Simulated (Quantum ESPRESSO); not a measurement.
# CsCaBr3 (Pm-3m): zone-centre phonons, part 2 of 3

Aim: the zone-centre modes of CsCaBr3 (Pm-3m).

Quantum ESPRESSO 7.5; DFT LDA, scalar-relativistic, plane waves, PseudoDojo norm-conserving pseudopotentials.

So far. Step 2 (A probe with smearing): A gap of 4.1 eV opens on this mesh, so the crystal is taken as an insulator; the start stands at -2.1 GPa. Step 4 (Self-consistent run for the response): The cell stands at 0 GPa, close enough for phonons. The relaxed cell has a = 5.526 Å (conventional setting).

## (5) Linear response at Γ

At q = 0 one unit cell holds all displacements; symmetry groups them into irreducible representations that are solved one by one. The response to a field gives ε∞ and the Born charges, which polar modes need.

ph.in

```
phonons
 &inputph
    prefix='x',
    outdir='./tmp',
    fildyn='g.dyn',
    tr2_ph=1.0d-18,
    epsil=.true.,
 /
0.000000000000 0.000000000000 0.000000000000
```

Launch:

```bash
OMP_NUM_THREADS=1 mpirun -n 4 ph.x -nk 4 -in ph.in > ph.out
```

The program printed:

```text
[banners, grids, parts of the stress and lines that vanish by symmetry left out]
[banner, memory and clock lines left out]
Program PHONON v.7.5

     ./tmp/x.save/

     IMPORTANT: XC functional enforced from input :
     Exchange-correlation= PW
                           (   1   4   0   0   0   0   0)
     Any further DFT definition will be discarded
     Please, verify this is what you really want

     G-vector sticks info

     Reading collected, re-writing distributed wavefunctions in ./tmp/

     Number and degeneracy of irreps per q-point
       N         xq(1)         xq(2)         xq(3)   N irreps
       1   0.000000000   0.000000000   0.000000000       5
        3   3   3   3   3

     Calculation of q =    0.0000000   0.0000000   0.0000000

     phonons

     bravais-lattice index     =            0
     lattice parameter (alat)  =      10.4420  a.u.
     unit-cell volume          =    1138.5598 (a.u.)^3
     number of atoms/cell      =            5
     number of atomic types    =            3
     kinetic-energy cut-off    =      79.0000  Ry
     charge density cut-off    =     316.0000  Ry
     convergence threshold     =      1.0E-18
     beta                      =       0.7000
     number of iterations used =            4
     Exchange-correlation= PW
                           (   1   4   0   0   0   0   0)

     celldm(1)=   10.44204  celldm(2)=    0.00000  celldm(3)=    0.00000
     celldm(4)=    0.00000  celldm(5)=    0.00000  celldm(6)=    0.00000

     crystal axes: (cart. coord. in units of alat)
               a(1) = (  1.0000  0.0000  0.0000 )
               a(2) = (  0.0000  1.0000  0.0000 )
               a(3) = (  0.0000  0.0000  1.0000 )

     reciprocal axes: (cart. coord. in units 2 pi/alat)
               b(1) = (  1.0000  0.0000  0.0000 )
               b(2) = (  0.0000  1.0000  0.0000 )
               b(3) = (  0.0000  0.0000  1.0000 )

     Atoms inside the unit cell:

     Cartesian axes

     site n.  atom      mass           positions (alat units)
        1  Cs    132.9055   tau(    1) = (    0.00000    0.00000    0.00000  )
        2  Ca     40.0780   tau(    2) = (    0.50000    0.50000    0.50000  )
        3  Br     79.9040   tau(    3) = (    0.50000    0.00000    0.50000  )
        4  Br     79.9040   tau(    4) = (    0.00000    0.50000    0.50000  )
        5  Br     79.9040   tau(    5) = (    0.50000    0.50000    0.00000  )

     Computing dynamical matrix for
                    q = (   0.0000000   0.0000000   0.0000000 )

     49 Sym.Ops. (with q -> -q+G )

     G cutoff =  872.7662  ( 107903 G-vectors)     FFT grid: ( 60, 60, 60)
     number of k points=    10
                       cart. coord. in units 2pi/alat
        k(    1) = (   0.0000000   0.0000000   0.0000000), wk =   0.0312500
        k(    2) = (   0.0000000   0.0000000   0.2500000), wk =   0.1875000
        k(    3) = (   0.0000000   0.0000000  -0.5000000), wk =   0.0937500
        [... further k-points left out ...]

     PseudoPot. # 1 for Cs read from file:
     ./pseudo/Cs.upf
     Pseudo is Norm-conserving + core correction, Zval =  9.0

     PseudoPot. # 2 for Ca read from file:
     ./pseudo/Ca.upf
     Pseudo is Norm-conserving + core correction, Zval = 10.0

     PseudoPot. # 3 for Br read from file:
     ./pseudo/Br.upf
     Pseudo is Norm-conserving + core correction, Zval =  7.0

     Mode symmetry, O_h (m-3m)  point group:

     Electric field:
     Dielectric constant
     Born effective charges as d Force / d E

     Atomic displacements:
     There are    5 irreducible representations

     Representation     1      3 modes -  To be done

     Representation     2      3 modes -  To be done

     Representation     3      3 modes -  To be done

     Representation     4      3 modes -  To be done

     Representation     5      3 modes -  To be done

     Alpha used in Ewald sum =   2.8000

     Electric Fields Calculation

      iter #   1   av.it.:   8.0
      thresh= 1.000E-02 alpha_mix =  0.700 |ddv_scf|^2 =  5.206E-08

      [... iterations left out ...]
      iter #   9   av.it.:  16.2
      thresh= 4.292E-10 alpha_mix =  0.700 |ddv_scf|^2 =  8.796E-19

     End of electric fields calculation

          Dielectric constant in cartesian axis

          (       3.319784330       0.000000000       0.000000000 )
          (       0.000000000       3.319784330       0.000000000 )
          (       0.000000000       0.000000000       3.319784330 )

          Effective charges (d Force / dE) in cartesian axis without acoustic sum rule applied (asr)

           atom    1  Cs    Mean Z*:        1.35382
      Ex  (        1.35382        0.00000        0.00000 )
      Ey  (        0.00000        1.35382        0.00000 )
      Ez  (        0.00000        0.00000        1.35382 )
           atom    2  Ca    Mean Z*:        2.47194
      Ex  (        2.47194        0.00000        0.00000 )
      Ey  (        0.00000        2.47194        0.00000 )
      Ez  (        0.00000        0.00000        2.47194 )
           atom    3  Br    Mean Z*:       -1.28238
      Ex  (       -0.89884        0.00000        0.00000 )
      Ey  (        0.00000       -2.04946        0.00000 )
      Ez  (        0.00000        0.00000       -0.89884 )
           atom    4  Br    Mean Z*:       -1.28238
      Ex  (       -2.04946        0.00000        0.00000 )
      Ey  (        0.00000       -0.89884        0.00000 )
      Ez  (        0.00000        0.00000       -0.89884 )
           atom    5  Br    Mean Z*:       -1.28238
      Ex  (       -0.89884        0.00000        0.00000 )
      Ey  (        0.00000       -0.89884        0.00000 )
      Ez  (        0.00000        0.00000       -2.04946 )

          Effective charges Sum: Mean:       -0.02137
             -0.02137        0.00000        0.00000
              0.00000       -0.02137        0.00000
              0.00000        0.00000       -0.02137

          Effective charges (d Force / dE) in cartesian axis with asr applied:
           atom    1  Cs    Mean Z*:        1.35809
      E*x (        1.35809        0.00000        0.00000 )
      E*y (        0.00000        1.35809        0.00000 )
      E*z (        0.00000        0.00000        1.35809 )
           atom    2  Ca    Mean Z*:        2.47622
      E*x (        2.47622        0.00000        0.00000 )
      E*y (        0.00000        2.47622        0.00000 )
      E*z (        0.00000        0.00000        2.47622 )
           atom    3  Br    Mean Z*:       -1.27810
      E*x (       -0.89456        0.00000        0.00000 )
      E*y (        0.00000       -2.04518        0.00000 )
      E*z (        0.00000        0.00000       -0.89456 )
           atom    4  Br    Mean Z*:       -1.27810
      E*x (       -2.04518        0.00000        0.00000 )
      E*y (        0.00000       -0.89456        0.00000 )
      E*z (        0.00000        0.00000       -0.89456 )
           atom    5  Br    Mean Z*:       -1.27810
      E*x (       -0.89456        0.00000        0.00000 )
      E*y (        0.00000       -0.89456        0.00000 )
      E*z (        0.00000        0.00000       -2.04518 )

     Representation #   1 modes #   1   2   3

     Self-consistent Calculation

      iter #   1   av.it.:   6.2
      thresh= 1.000E-02 alpha_mix =  0.700 |ddv_scf|^2 =  3.432E-08

      [... iterations left out ...]
      iter #   9   av.it.:  16.3
      thresh= 1.999E-10 alpha_mix =  0.700 |ddv_scf|^2 =  3.584E-19

     End of self-consistent calculation

     Convergence has been achieved

     Representation #   2 modes #   4   5   6

     Self-consistent Calculation

      iter #   1   av.it.:   7.3
      thresh= 1.000E-02 alpha_mix =  0.700 |ddv_scf|^2 =  2.977E-07

      [... iterations left out ...]
      iter #  10   av.it.:  15.4
      thresh= 1.040E-10 alpha_mix =  0.700 |ddv_scf|^2 =  4.262E-20

     End of self-consistent calculation

     Convergence has been achieved

     Representation #   3 modes #   7   8   9

     Self-consistent Calculation

      iter #   1   av.it.:   5.0
      thresh= 1.000E-02 alpha_mix =  0.700 |ddv_scf|^2 =  7.169E-08

      [... iterations left out ...]
      iter #   9   av.it.:  15.9
      thresh= 2.022E-10 alpha_mix =  0.700 |ddv_scf|^2 =  1.167E-19

     End of self-consistent calculation

     Convergence has been achieved

     Representation #   4 modes #  10  11  12

     Self-consistent Calculation

      iter #   1   av.it.:   7.0
      thresh= 1.000E-02 alpha_mix =  0.700 |ddv_scf|^2 =  1.606E-07

      [... iterations left out ...]
      iter #   9   av.it.:  15.8
      thresh= 2.405E-10 alpha_mix =  0.700 |ddv_scf|^2 =  3.269E-19

     End of self-consistent calculation

     Convergence has been achieved

     Representation #   5 modes #  13  14  15

     Self-consistent Calculation

      iter #   1   av.it.:   5.9
      thresh= 1.000E-02 alpha_mix =  0.700 |ddv_scf|^2 =  2.469E-08

      [... iterations left out ...]
      iter #   7   av.it.:  15.9
      thresh= 2.179E-10 alpha_mix =  0.700 |ddv_scf|^2 =  3.219E-20

     End of self-consistent calculation

     Convergence has been achieved

     Number of q in the star =    1
     List of q in the star:
          1   0.000000000   0.000000000   0.000000000

          Dielectric constant in cartesian axis

          (       3.319784330       0.000000000       0.000000000 )
          (       0.000000000       3.319784330       0.000000000 )
          (       0.000000000       0.000000000       3.319784330 )

          Effective charges (d Force / dE) in cartesian axis without acoustic sum rule applied (asr)

           atom    1  Cs    Mean Z*:        1.35382
      Ex  (        1.35382        0.00000        0.00000 )
      Ey  (        0.00000        1.35382        0.00000 )
      Ez  (        0.00000        0.00000        1.35382 )
           atom    2  Ca    Mean Z*:        2.47194
      Ex  (        2.47194        0.00000        0.00000 )
      Ey  (        0.00000        2.47194        0.00000 )
      Ez  (        0.00000        0.00000        2.47194 )
           atom    3  Br    Mean Z*:       -1.28238
      Ex  (       -0.89884        0.00000        0.00000 )
      Ey  (        0.00000       -2.04946        0.00000 )
      Ez  (        0.00000        0.00000       -0.89884 )
           atom    4  Br    Mean Z*:       -1.28238
      Ex  (       -2.04946        0.00000        0.00000 )
      Ey  (        0.00000       -0.89884        0.00000 )
      Ez  (        0.00000        0.00000       -0.89884 )
           atom    5  Br    Mean Z*:       -1.28238
      Ex  (       -0.89884        0.00000        0.00000 )
      Ey  (        0.00000       -0.89884        0.00000 )
      Ez  (        0.00000        0.00000       -2.04946 )

          Effective charges Sum: Mean:       -0.02137
             -0.02137        0.00000        0.00000
              0.00000       -0.02137        0.00000
              0.00000        0.00000       -0.02137

          Effective charges (d Force / dE) in cartesian axis with asr applied:
           atom    1  Cs    Mean Z*:        1.35809
      E*x (        1.35809        0.00000        0.00000 )
      E*y (        0.00000        1.35809        0.00000 )
      E*z (        0.00000        0.00000        1.35809 )
           atom    2  Ca    Mean Z*:        2.47622
      E*x (        2.47622        0.00000        0.00000 )
      E*y (        0.00000        2.47622        0.00000 )
      E*z (        0.00000        0.00000        2.47622 )
           atom    3  Br    Mean Z*:       -1.27810
      E*x (       -0.89456        0.00000        0.00000 )
      E*y (        0.00000       -2.04518        0.00000 )
      E*z (        0.00000        0.00000       -0.89456 )
           atom    4  Br    Mean Z*:       -1.27810
      E*x (       -2.04518        0.00000        0.00000 )
      E*y (        0.00000       -0.89456        0.00000 )
      E*z (        0.00000        0.00000       -0.89456 )
           atom    5  Br    Mean Z*:       -1.27810
      E*x (       -0.89456        0.00000        0.00000 )
      E*y (        0.00000       -0.89456        0.00000 )
      E*z (        0.00000        0.00000       -2.04518 )

     Diagonalizing the dynamical matrix

     q = (    0.000000000   0.000000000   0.000000000 )

 **************************************************************************
     freq (    1) =       0.054636 [THz] =       1.822474 [cm-1]
     freq (    2) =       0.054636 [THz] =       1.822474 [cm-1]
     freq (    3) =       0.054636 [THz] =       1.822474 [cm-1]
     freq (    4) =       1.008778 [THz] =      33.649211 [cm-1]
     freq (    5) =       1.008778 [THz] =      33.649211 [cm-1]
     freq (    6) =       1.008778 [THz] =      33.649211 [cm-1]
     freq (    7) =       1.081037 [THz] =      36.059525 [cm-1]
     freq (    8) =       1.081037 [THz] =      36.059525 [cm-1]
     freq (    9) =       1.081037 [THz] =      36.059525 [cm-1]
     freq (   10) =       2.005475 [THz] =      66.895450 [cm-1]
     freq (   11) =       2.005475 [THz] =      66.895450 [cm-1]
     freq (   12) =       2.005475 [THz] =      66.895450 [cm-1]
     freq (   13) =       6.961836 [THz] =     232.221869 [cm-1]
     freq (   14) =       6.961836 [THz] =     232.221869 [cm-1]
     freq (   15) =       6.961836 [THz] =     232.221869 [cm-1]
 **************************************************************************

     Mode symmetry, O_h (m-3m)  point group:

     freq (   1-   3) =          1.8  [cm-1]   --> T_1u G_15  G_4- I
     freq (   4-   6) =         33.6  [cm-1]   --> T_1u G_15  G_4- I
     freq (   7-   9) =         36.1  [cm-1]   --> T_2u G_25  G_5-
     freq (  10-  12) =         66.9  [cm-1]   --> T_1u G_15  G_4- I
     freq (  13-  15) =        232.2  [cm-1]   --> T_1u G_15  G_4- I
```

It took 18 min on 4 MPI ranks of Intel Xeon at 2.70GHz, shared host; 71 min of CPU time.

Read from the output:

- miss of the charge sum rule: 0.02138 e
- largest acoustic frequency at the zone centre before the sum rule: 1.82 cm⁻¹
- highest optical zone-centre mode (no LO-TO term): 232.2 cm⁻¹
- lowest optical zone-centre mode: 33.65 cm⁻¹
- mean high-frequency dielectric constant: 3.320
- largest Born charge in size (third of the trace): 2.472 e

Born charge (rows field, columns displacement), before the sum rule (e), principal values of the symmetric part by kind of site:

```csv
atom,atoms with these values,low,middle,high,mean
Cs1,1,1.35,1.35,1.35,1.35
Ca2,1,2.47,2.47,2.47,2.47
Br3,3,-2.05,-0.90,-0.90,-1.28
```

In full for Ca2:

```
2.47 0.00 0.00
0.00 2.47 0.00
0.00 0.00 2.47
```

High-frequency dielectric tensor:

```
3.32 0.00 0.00
0.00 3.32 0.00
0.00 0.00 3.32
```

The acoustic modes at Γ come out as far as 1.8 cm⁻¹ from zero, where they should vanish, a small numerical error; the Born charges miss their sum rule by 0.021 e, which is fair.

## (6) Modes with the sum rule

A rigid shift of the crystal must cost nothing, but grids and finite bases break this; the acoustic sum rule is imposed before the matrix is diagonalised again. With Born charges the intensities follow, and the static dielectric tensor.

dynmat.in

```
 &input
    fildyn='g.dyn',
    asr='simple',
    fileig='dynmat.eig',
    lperm=.true.,
 /
```

Launch:

```bash
dynmat.x -in dynmat.in > dynmat.out
```

The program printed:

```text
[banner, memory and clock lines left out]
Program DYNMAT v.7.5

     Reading Dynamical Matrix from file g.dyn
     ...Force constants read
     ...epsilon and Z* read
     A direction for q was not specified:TO-LO splitting will be absent

     Polarizability (A^3 units)
     multiply by 0.563933 for Clausius-Mossotti correction
        31.145620    0.000000    0.000000
         0.000000   31.145620    0.000000
         0.000000    0.000000   31.145620

     IR activities are in (D/A)^2/amu units

# mode   [cm-1]    [THz]      IR
    1     -0.00   -0.0000    0.0000
    2     -0.00   -0.0000    0.0000
    3      0.00    0.0000    0.0000
    4     33.62    1.0079    0.6643
    5     33.62    1.0079    0.6643
    6     33.62    1.0079    0.6643
    7     36.05    1.0806    0.0000
    8     36.05    1.0806    0.0000
    9     36.05    1.0806    0.0000
   10     66.85    2.0040    0.4055
   11     66.85    2.0040    0.4055
   12     66.85    2.0040    0.4055
   13    232.20    6.9610    4.4500
   14    232.20    6.9610    4.4500
   15    232.20    6.9610    4.4500

Electronic dielectric permittivity tensor (relative, adimensional)
         3.319784    0.000000    0.000000
         0.000000    3.319784    0.000000
         0.000000    0.000000    3.319784

 ... with zone-center polar mode contributions
        12.938951    0.000000    0.000000
         0.000000   12.938951    0.000000
         0.000000    0.000000   12.938951

[end of the log left out, with the tail of the file of modes that dynmat.x writes under the same name]
```

Elapsed: 0.74 s, on 1 thread.

Numbers from this step:

```
lowest optical zone-centre mode : 33.62 cm⁻¹
mean static dielectric constant : 12.94
```

(Continued in part 3 of 3.)

[Host names and launcher messages were left out of these logs when they were recorded.]

[Logs are printed without paths, hosts, clocks, repeated set-up lines and the standing remarks that a program may print on its own settings, such as how far it seeks lower states.]

[Hosts, paths, dates, database ids (printed as entryN), source tags and the programs' standing remarks are cut or masked in the printed files.]
